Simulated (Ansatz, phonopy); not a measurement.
# LiCl (Fm-3m): a volume series of phonon spectra, part 2 of 2

Which modes of LiCl drive its thermal expansion?

What experiment has found for this phase:
- volume expansion coefficient 131.4 1e-6/K and heat capacity C_P per formula unit 48.1 J/mol/K near room temperature (given in “High-Throughput Prediction of Finite-Temperature Properties using the Quasi-Harmonic Approximation”, 2016, arXiv:1603.06924)
- volume expansion coefficient 131.1 1e-6/K near room temperature (given in “Descriptors for thermal expansion in solids”, 2017, arXiv:1701.03966)

Ansatz 0.2.0; DFT LDA, scalar-relativistic, plane waves, PAW.

So far, highest frequency (cm⁻¹): step 6 (lattice dynamics at this volume, V/V0 1) 418.

The database entry behind the starting cell differs from later determinations by our own check (0.1 to 0.3 % short, probably kX units), so it need not match the best structure at ambient conditions.

## 10. Lattice dynamics at this volume, V/V0 0.985

File input.yaml:

```yaml
crystal:
  lattice:
    - [0.0, 2.469598077, 2.469598077]
    - [2.469598077, 0.0, 2.469598077]
    - [2.469598077, 2.469598077, 0.0]
  atoms:
    - { symbol: Li, position: [0.0, 0.0, 0.0] }
    - { symbol: Cl, position: [0.5, 0.5, 0.5] }
kpoints:
  mp_grid: { grid: [8, 8, 8] }
hamiltonian:
  xc: lda
scf:
  occupations: { method: fixed }
output:
  eigenvalues: true
phonons:
  method: dfpt
  dielectric: true
  rigid_motions: translations
  qmesh: [4, 4, 4]
  temperatures: { t_max: 1000, t_step: 50 }
  qpath:
    path:
      - [[0.0, 0.0, 0.0], [0.5, 0.0, 0.5], [0.625, 0.25, 0.625]]
      - [[0.375, 0.375, 0.75], [0.0, 0.0, 0.0], [0.5, 0.5, 0.5], [0.5, 0.25, 0.75], [0.5, 0.0, 0.5]]
    npoints: 10
```

Launch:

```console
ansatz run input.yaml --threads 4 --pin off --max-ram 16384MiB --backend cpu --events-out ev --progress --plain --runs-dir out
```

Elapsed: 25 s, on 4 threads of Arm Neoverse V1, shared host; peak memory 0.61 GiB; 95 s of CPU time.

LO-TO term included. The phonon branches at the labelled points (cm⁻¹):

```tsv
point	branch 1	branch 2	branch 3	branch 4	branch 5	branch 6
Γ	0	0	0	239	239	419
halfway	99	99	173	247	247	343
X	130	130	194	252	252	276
halfway	133	148	192	252	265	275
U	140	180	184	249	270	296
jump to K	140	180	184	249	270	296
halfway	112	116	172	232	258	393
Γ	0	0	0	239	239	419
halfway	92	92	156	241	241	421
L	131	131	220	242	242	424
halfway	142	162	200	246	257	355
W	168	171	171	266	266	283
halfway	144	152	190	258	268	274
X	130	130	194	252	252	276
```

No mode is imaginary beyond numerical noise at the solved wavevectors. The highest zone-centre mode (no LO–TO term) moved by +4.5 % for a volume change of -1.5 %.

## 11. A cell at another volume, V/V0 1.03

The cell differs from the one that the last finished run ended in (a 3.493 → 3.545 Å, b 3.493 → 3.545 Å, c 3.493 → 3.545 Å).

input.yaml, the sections that differ from step 10:

```yaml
crystal:
  lattice:
    - [0.0, 2.5066475649, 2.5066475649]
    - [2.5066475649, 0.0, 2.5066475649]
    - [2.5066475649, 2.5066475649, 0.0]
  atoms:
    - { symbol: Li, position: [0.0, 0.0, 0.0] }
    - { symbol: Cl, position: [0.5, 0.5, 0.5] }
output:
  forces: true
  stress: true
  eigenvalues: true
# kpoints, hamiltonian, scf: as in step 10
# phonons: removed
```

The job ended after 0.35 s (4 threads; peak memory 0.26 GiB).

The run ends at a pressure of -1.13 GPa.

## 12. Phonons, V/V0 1.03

input.yaml, the sections that differ from step 11:

```yaml
output:
  eigenvalues: true
phonons:
  method: dfpt
  dielectric: true
  rigid_motions: translations
  qmesh: [4, 4, 4]
  temperatures: { t_max: 1000, t_step: 50 }
  qpath:
    path:
      - [[0.0, 0.0, 0.0], [0.5, 0.0, 0.5], [0.625, 0.25, 0.625]]
      - [[0.375, 0.375, 0.75], [0.0, 0.0, 0.0], [0.5, 0.5, 0.5], [0.5, 0.25, 0.75], [0.5, 0.0, 0.5]]
    npoints: 10
# crystal, kpoints, hamiltonian, scf: as in step 11
```

Elapsed: 25 s, on 4 threads; peak memory 0.62 GiB; 97 s of CPU time.

LO-TO term included. The phonon branches at the labelled points (cm⁻¹):

```tsv
point	branch 1	branch 2	branch 3	branch 4	branch 5	branch 6
Γ	0	0	0	208	208	401
halfway	96	96	156	216	216	327
X	127	127	190	221	221	244
halfway	129	143	188	221	236	243
U	132	170	180	221	239	272
jump to K	132	170	180	221	239	272
halfway	99	112	160	206	228	376
Γ	0	0	0	208	208	401
halfway	84	84	146	212	212	403
L	118	118	206	217	217	407
halfway	131	151	190	220	228	336
W	155	167	167	235	235	261
halfway	141	144	185	226	241	242
X	127	127	190	221	221	244
```

No mode is imaginary beyond numerical noise at the solved wavevectors. The highest zone-centre mode (no LO–TO term) moved by -8.9 % for a volume change of +3.0 %.

## 13. Single point at a scaled cell, V/V0 0.97

The cell differs from the one that the last finished run ended in (a 3.545 → 3.475 Å, b 3.545 → 3.475 Å, c 3.545 → 3.475 Å).

input.yaml, the sections that differ from step 12:

```yaml
crystal:
  lattice:
    - [0.0, 2.4569978676, 2.4569978676]
    - [2.4569978676, 0.0, 2.4569978676]
    - [2.4569978676, 2.4569978676, 0.0]
  atoms:
    - { symbol: Li, position: [0.0, 0.0, 0.0] }
    - { symbol: Cl, position: [0.5, 0.5, 0.5] }
output:
  forces: true
  stress: true
  eigenvalues: true
# kpoints, hamiltonian, scf: as in step 12
# phonons: removed
```

It took 0.33 s on 4 threads; peak memory 0.26 GiB; 0.76 s of CPU time.

The run ends at a pressure of 1.34 GPa.

## 14. Phonons, V/V0 0.97

input.yaml, the sections that differ from step 13:

```yaml
output:
  eigenvalues: true
phonons:
  method: dfpt
  dielectric: true
  rigid_motions: translations
  qmesh: [4, 4, 4]
  temperatures: { t_max: 1000, t_step: 50 }
  qpath:
    path:
      - [[0.0, 0.0, 0.0], [0.5, 0.0, 0.5], [0.625, 0.25, 0.625]]
      - [[0.375, 0.375, 0.75], [0.0, 0.0, 0.0], [0.5, 0.5, 0.5], [0.5, 0.25, 0.75], [0.5, 0.0, 0.5]]
    npoints: 10
# crystal, kpoints, hamiltonian, scf: as in step 13
```

Wall time 24 s (4 threads); peak memory 0.61 GiB.

No mode is imaginary beyond numerical noise at the solved wavevectors. The highest zone-centre mode (no LO–TO term) moved by +9.1 % for a volume change of -3.0 %.

## 15. Single point at a scaled cell, V/V0 1.05

The cell differs from the one that the last finished run ended in (a 3.475 → 3.568 Å, b 3.475 → 3.568 Å, c 3.475 → 3.568 Å).

input.yaml, the sections that differ from step 14:

```yaml
crystal:
  lattice:
    - [0.0, 2.522767928, 2.522767928]
    - [2.522767928, 0.0, 2.522767928]
    - [2.522767928, 2.522767928, 0.0]
  atoms:
    - { symbol: Li, position: [0.0, 0.0, 0.0] }
    - { symbol: Cl, position: [0.5, 0.5, 0.5] }
output:
  forces: true
  stress: true
  eigenvalues: true
  write_density: true
  write_potential: true
  elf: true
  volumetric_format: npy
# kpoints, hamiltonian, scf: as in step 14
# phonons: removed
```

Elapsed: 0.38 s, on 4 threads; peak memory 0.26 GiB; 0.94 s of CPU time.

The run ends at a pressure of -1.79 GPa.

## 16. Phonons, V/V0 1.05

input.yaml, the sections that differ from step 15:

```yaml
output:
  eigenvalues: true
phonons:
  method: dfpt
  dielectric: true
  rigid_motions: translations
  qmesh: [4, 4, 4]
  temperatures: { t_max: 1000, t_step: 50 }
  qpath:
    path:
      - [[0.0, 0.0, 0.0], [0.5, 0.0, 0.5], [0.625, 0.25, 0.625]]
      - [[0.375, 0.375, 0.75], [0.0, 0.0, 0.0], [0.5, 0.5, 0.5], [0.5, 0.25, 0.75], [0.5, 0.0, 0.5]]
    npoints: 10
# crystal, kpoints, hamiltonian, scf: as in step 15
```

It took 26 s on 4 threads; peak memory 0.62 GiB; 98 s of CPU time.

LO-TO term included. The phonon branches at the labelled points (cm⁻¹):

```tsv
point	branch 1	branch 2	branch 3	branch 4	branch 5	branch 6
Γ	0	0	0	194	194	394
halfway	95	95	149	203	203	320
X	125	125	188	207	207	231
halfway	127	140	186	208	224	230
U	128	166	177	209	226	263
jump to K	128	166	177	209	226	263
halfway	94	111	154	194	215	368
Γ	0	0	0	194	194	394
halfway	80	80	142	200	200	396
L	112	112	201	206	206	400
halfway	126	146	186	208	216	328
W	150	165	165	221	221	252
halfway	139	140	183	213	229	230
X	125	125	188	207	207	231
```

No mode is imaginary beyond numerical noise at the solved wavevectors. The highest zone-centre mode (no LO–TO term) moved by -14.8 % for a volume change of +5.0 %.

## 17. How the modes move with volume

This step: DFT LDA, scalar-relativistic, plane waves, PAW (phonopy 4.10.0).

This step gave:

```
share of modes with a negative Grüneisen parameter : 0
```

Mean Grüneisen, by row:

```tsv
T (K)	heat-capacity-weighted mean	root mean square
50	1.576	1.697
100	1.749	1.889
200	1.807	1.95
300	1.813	1.957
500	1.815	1.959
800	1.815	1.959
```

Mean mode Grueneisen parameter against wavenumber:

```tsv
wavenumber (cm⁻¹)	mean mode Grueneisen parameter
7	-
21	1.42
35	1.6
49	1.44
63	1.52
77	1.51
91	1.58
105	1.53
119	1.6
132	1.49
146	1.42
160	1.27
174	1.19
188	1.16
202	1.3
216	2.06
230	2.66
244	2.72
258	2.7
272	2.22
286	1.81
300	1.6
314	1.44
328	1.33
342	1.22
356	1.15
370	1.08
384	1.04
398	0.996
411	0.967
```

Volume series, by row:

```tsv
V/V0	V (Å³/atom)	pressure (GPa)	E - E0 (meV/atom)	gap (eV)	zero-point energy (meV/atom)	lowest on the path (cm⁻¹)	highest at Gamma without the LO-TO term (cm⁻¹)
0.97	14.83	1.337	1.871	6.516	41.47	0	249.1
0.985	15.06	0.645	0.46	6.503	40.35	0	238.6
1	15.29	0.006	0	6.489	39.25	0	228.3
1.015	15.52	-0.583	0.419	6.475	38.17	0	218
1.03	15.75	-1.127	1.649	6.403	37.12	0	207.9
1.05	16.06	-1.788	4.442	6.282	35.74	0	194.5
```

Optical frequency at Gamma without the LO-TO term, mode 4 against V/V0:

```tsv
V/V0	optical frequency at Gamma without the LO-TO term, mode 4 (cm⁻¹)
0.9700	249
0.9850	239
1.0000	228
1.0150	218
1.0300	208
1.0500	195
```

Grüneisen at points, by row:

```tsv
point	branch	frequency (cm⁻¹)	mode Grüneisen parameter
Γ	4	228.3	3.01
Γ	6	412.6	0.98
X	1	128.5	0.5
X	3	193.2	0.45
X	4	241.7	2.93
X	6	265.4	2.69
U	1	137	1.26
U	2	177	1.23
U	3	183	0.53
U	4	239.5	2.66
U	5	259.3	2.72
U	6	288	1.87
K	1	137	1.26
K	2	177	1.23
K	3	183	0.53
K	4	239.5	2.66
K	5	259.3	2.72
K	6	288	1.87
L	1	126.6	2.33
L	3	214.9	1.41
L	4	233.4	2.41
L	6	418	0.94
W	1	163.9	1.8
W	2	169.8	0.53
W	4	255.4	2.76
W	6	275.3	1.76
```

## 18. Free-energy fit

The energy (each curve on its own zero) by volume; values in meV/atom:

```tsv
volume (Å³/atom)	static	F at 0 K	F at 300 K	F at 900 K
14.832	1.87	4.66	7.79	18.2
15.062	0.46	2.12	4.08	10.5
15.291	0	0.57	1.32	3.71
15.521	0.42	-0.09	-0.58	-2.31
15.750	1.65	0.08	-1.69	-7.62
16.056	4.44	1.5	-2.07	-13.7
```

Phonopy-qha, vinet fit of F(V) at each temperature; no electronic free energy. Qha vinet, by row:

```tsv
T (K)	fitted volume (Å³/atom)	alpha_V (1e-6/K)	B_T (GPa)	C_P (J/mol-atom/K)	Grueneisen
75	15.6	45.99	38.12	9.224	1.765
100	15.62	68.82	37.63	13.41	1.827
125	15.66	86.99	37.03	16.54	1.869
150	15.69	101	36.37	18.82	1.897
175	15.74	112.2	35.67	20.52	1.918
200	15.78	121.5	34.93	21.83	1.935
225	15.83	129.6	34.17	22.87	1.952
250	15.88	136.9	33.38	23.74	1.968
```

Table of volume expansion coefficient, phonopy-qha, Vinet by temperature:

```tsv
temperature (K)	volume expansion coefficient, phonopy-qha, Vinet (1e-6/K)
75.0	46.0
100.0	68.8
125.0	87.0
150.0	101
175.0	112
200.0	121
225.0	130
250.0	137
```

## 19. Outcome

```yaml
mean_mode_grueneisen_parameter_at_300_k: 1.81
```

The table stops at 250 K because beyond it the fitted volume comes within 1 % of the largest computed cell, where the fit loses its support. The heat-capacity-weighted Grüneisen parameter goes from 1.58 at 50 K to 1.81 at 800 K. Weighting γ by the density of states and each mode's heat capacity at 300 K, modes below 140 cm⁻¹ give about 21 % of the sum of γC that drives the expansion, those up to 280 cm⁻¹ 70 % and the rest 9 %. Among the labelled points γ is largest for branch 4 at Γ (228 cm⁻¹, 3.0) and smallest for branch 3 at X (193 cm⁻¹, 0.45). The PAW files were made for PBE and are used here under another functional, for which the program regenerates the frozen cores.

[Logs are printed without paths, hosts, clocks, repeated set-up lines and the standing remarks that a program may print on its own settings, such as how far it seeks lower states.]

[Hosts, paths, dates, database ids (printed as entryN), source tags and the programs' standing remarks are cut or masked in the printed files.]

[A step with changed settings may run another functional than the one named; its input shows which.]


